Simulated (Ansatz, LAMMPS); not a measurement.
# Amorphous Ga2O3 (220 atoms): where an added charge goes: runs compared

Does an extra electron or hole in amorphous Ga2O3 (220 atoms) stay spread out, or do the atoms trap it?

Computed with Ansatz 0.2.0: Kohn-Sham DFT, r2SCAN, PAW (set soft_1), plane waves.

## (1) The cell as built

The cell holds 220 atoms: 88 Ga and 132 O. Its edges and angles: a = 13.070 Å, b = 13.070 Å, c = 13.070 Å, α = 90.0°, β = 90.0°, γ = 90.0°. 220 atoms (88 Fe, 132 O) placed at random at 4.44 g/cm³, melted at 5000 K for 10 ps at fixed volume with the Morse and Coulomb pair potential with partial charges (Pedone, Malavasi, Menziani, Cormack and Segre, J. Phys. Chem. B 110, 11780 (2006)). Quenched from 5000 K to 300 K at 100 K/ps and fixed volume, held 10 ps at zero pressure, then minimised at fixed cell. Then Fe was replaced by Ga and the cell scaled by 1.003 (the potential has no terms for the new elements, so the cell is a start for a DFT relaxation).

What the set-up can't give: The quench rate of 100 K/ps is many orders above laboratory rates, so the cell is likely richer in defects and strain than a real sample. The network of bonds at the start is that of the classical potential that made the cell, and needn't be the one that DFT or experiment would give. Sampling is at Γ alone, for a cell whose shortest periodic width is 13 Å.

## (2) The reference run

The reference is a single point at the end of the relaxation.

The charged cells start from the geometry of this run, on a uniform background, with spin and a narrow Fermi–Dirac smearing.

Its input, with most atom lines left out:

```yaml
crystal:
  lattice:
    - [13.06958, 0.0, 0.0]
    - [0.0, 13.06958, 0.0]
    - [0.0, 0.0, 13.06958]
  atoms:
    - { symbol: Ga, position: [0.15472, 0.38205, 0.39696] }
    - { symbol: Ga, position: [0.91351, 0.28079, 0.7155] }
    - { symbol: Ga, position: [0.26786, 0.77165, 0.42276] }
    - { symbol: Ga, position: [0.36915, 0.43192, 0.08329] }
    - { symbol: Ga, position: [0.93898, 0.49998, 0.32637] }
    - { symbol: Ga, position: [0.45753, 0.75182, 0.52065] }
    - { symbol: Ga, position: [0.17277, 0.31719, 0.17131] }
    [... atom lines 8 to 220 left out ...]
kpoints:
  mp_grid: { grid: [1, 1, 1] }
hamiltonian:
  xc: r2scan
  pseudopotentials: { kind: paw, azcp: { folder: soft_1 } }
scf:
  occupations: { method: fixed }
output:
  forces: true
  stress: true
  populations: true
  dos:
    method: { smearing: { sigma: 0.1 } }
    de: 0.1
    projected: { site_lists: { Ga: [Ga], O: [O] } }
  eigenvalues: true
  write_density: true
  write_potential: true
  volumetric_format: npy
```

```
free energy per atom   : -1857.5959 eV/atom
r.m.s. force component : 0.01241 eV/Å
pressure               : 7.006 GPa
```

Filled and empty levels are parted by 2.52 eV (at Γ alone); a semilocal functional tends to put such gaps too low. In a disordered cell it changes from sample to sample, and tail or defect levels can set it.

## (3) The runs

Each row is one run, on 16 threads of Arm Neoverse V2, shared host. The free energy is the program's total, comparable only between runs with the same functional, potentials and atoms; between charge states it hangs on the program's zero of potential.

| run | atoms | outcome | ionic steps, all passes | free energy (eV) | time | host memory (GiB) |
| --- | --- | --- | --- | --- | --- | --- |
| Single point at the start | 220 | converged | - | -408657.176 | 76 s | 9.3 |
| Relaxation | 220 | converged | 20 | -408671.090 | 16 min | 9.3 |
| Single point at the relaxed geometry | 220 | converged | - | -408671.090 | 1.9 min | 9.7 |
| An extra electron, atoms held | 220 | converged | - | -408659.978 | 5.7 min | 16 |
| An extra electron, atoms relaxed | 220 | converged | 3 | -408659.988 | 10 min | 16 |
| An extra electron, levels at the relaxed geometry | 220 | converged | - | -408659.988 | 5.8 min | 16 |
| Neutral at the geometry of the electron | 220 | converged | - | -408671.089 | 1.7 min | 9.7 |

In some runs the program notes that starting moments were not kept and the stability of the SCF solution was not settled.

## (4) Energies and spread of the extra charge

Energies are differences within one cell and functional; the shift is the gain plus the neutral cell's energy at the new geometry, that is how much cheaper the vertical process becomes there. The spread is the participation number of the site moments (1/Σw², over the spin inside atomic spheres), with the atom that holds the largest share and the spin that the spheres hold in all.

| carrier | charged less neutral, atoms held (eV) | gain on relaxing (eV) | neutral cell at that geometry, less the reference (eV) | shift of the vertical energy (eV) | spread, atoms held | spread, relaxed |
| --- | --- | --- | --- | --- | --- | --- |
| electron | 11.113 | 0.010 | 0.002 | 0.012 | - | - |

## (5) Findings

The extra electron gains 0.010 eV as the atoms relax: so small a gain shows no trapping at this level. The cell with the electron keeps a moment of only 0.00 μB where one unpaired electron should give 1 μB: the carrier is shared between both spins, which can hide trapping. The runs for the hole were not obtained.

**Limits.** Single energies of charged cells hang on the program's zero of potential. In the spin-polarised runs the search for a state of lower energy was switched off. No distortion was seeded, so a trapped state behind a barrier can't be found. Local and semilocal functionals favour spread-out charges, so trapping can be missed. The pressure of 7.0 GPa says that the cell would expand at this level of theory. Charged cells carry a uniform background, with no correction for images.

The DFT runs together took 43 min of wall time.

[Logs are printed without paths, hosts, clocks, repeated set-up lines and the standing remarks that a program may print on its own settings, such as how far it seeks lower states.]

[Hosts, paths, dates, database ids (printed as entryN), source tags and the programs' standing remarks are cut or masked in the printed files.]
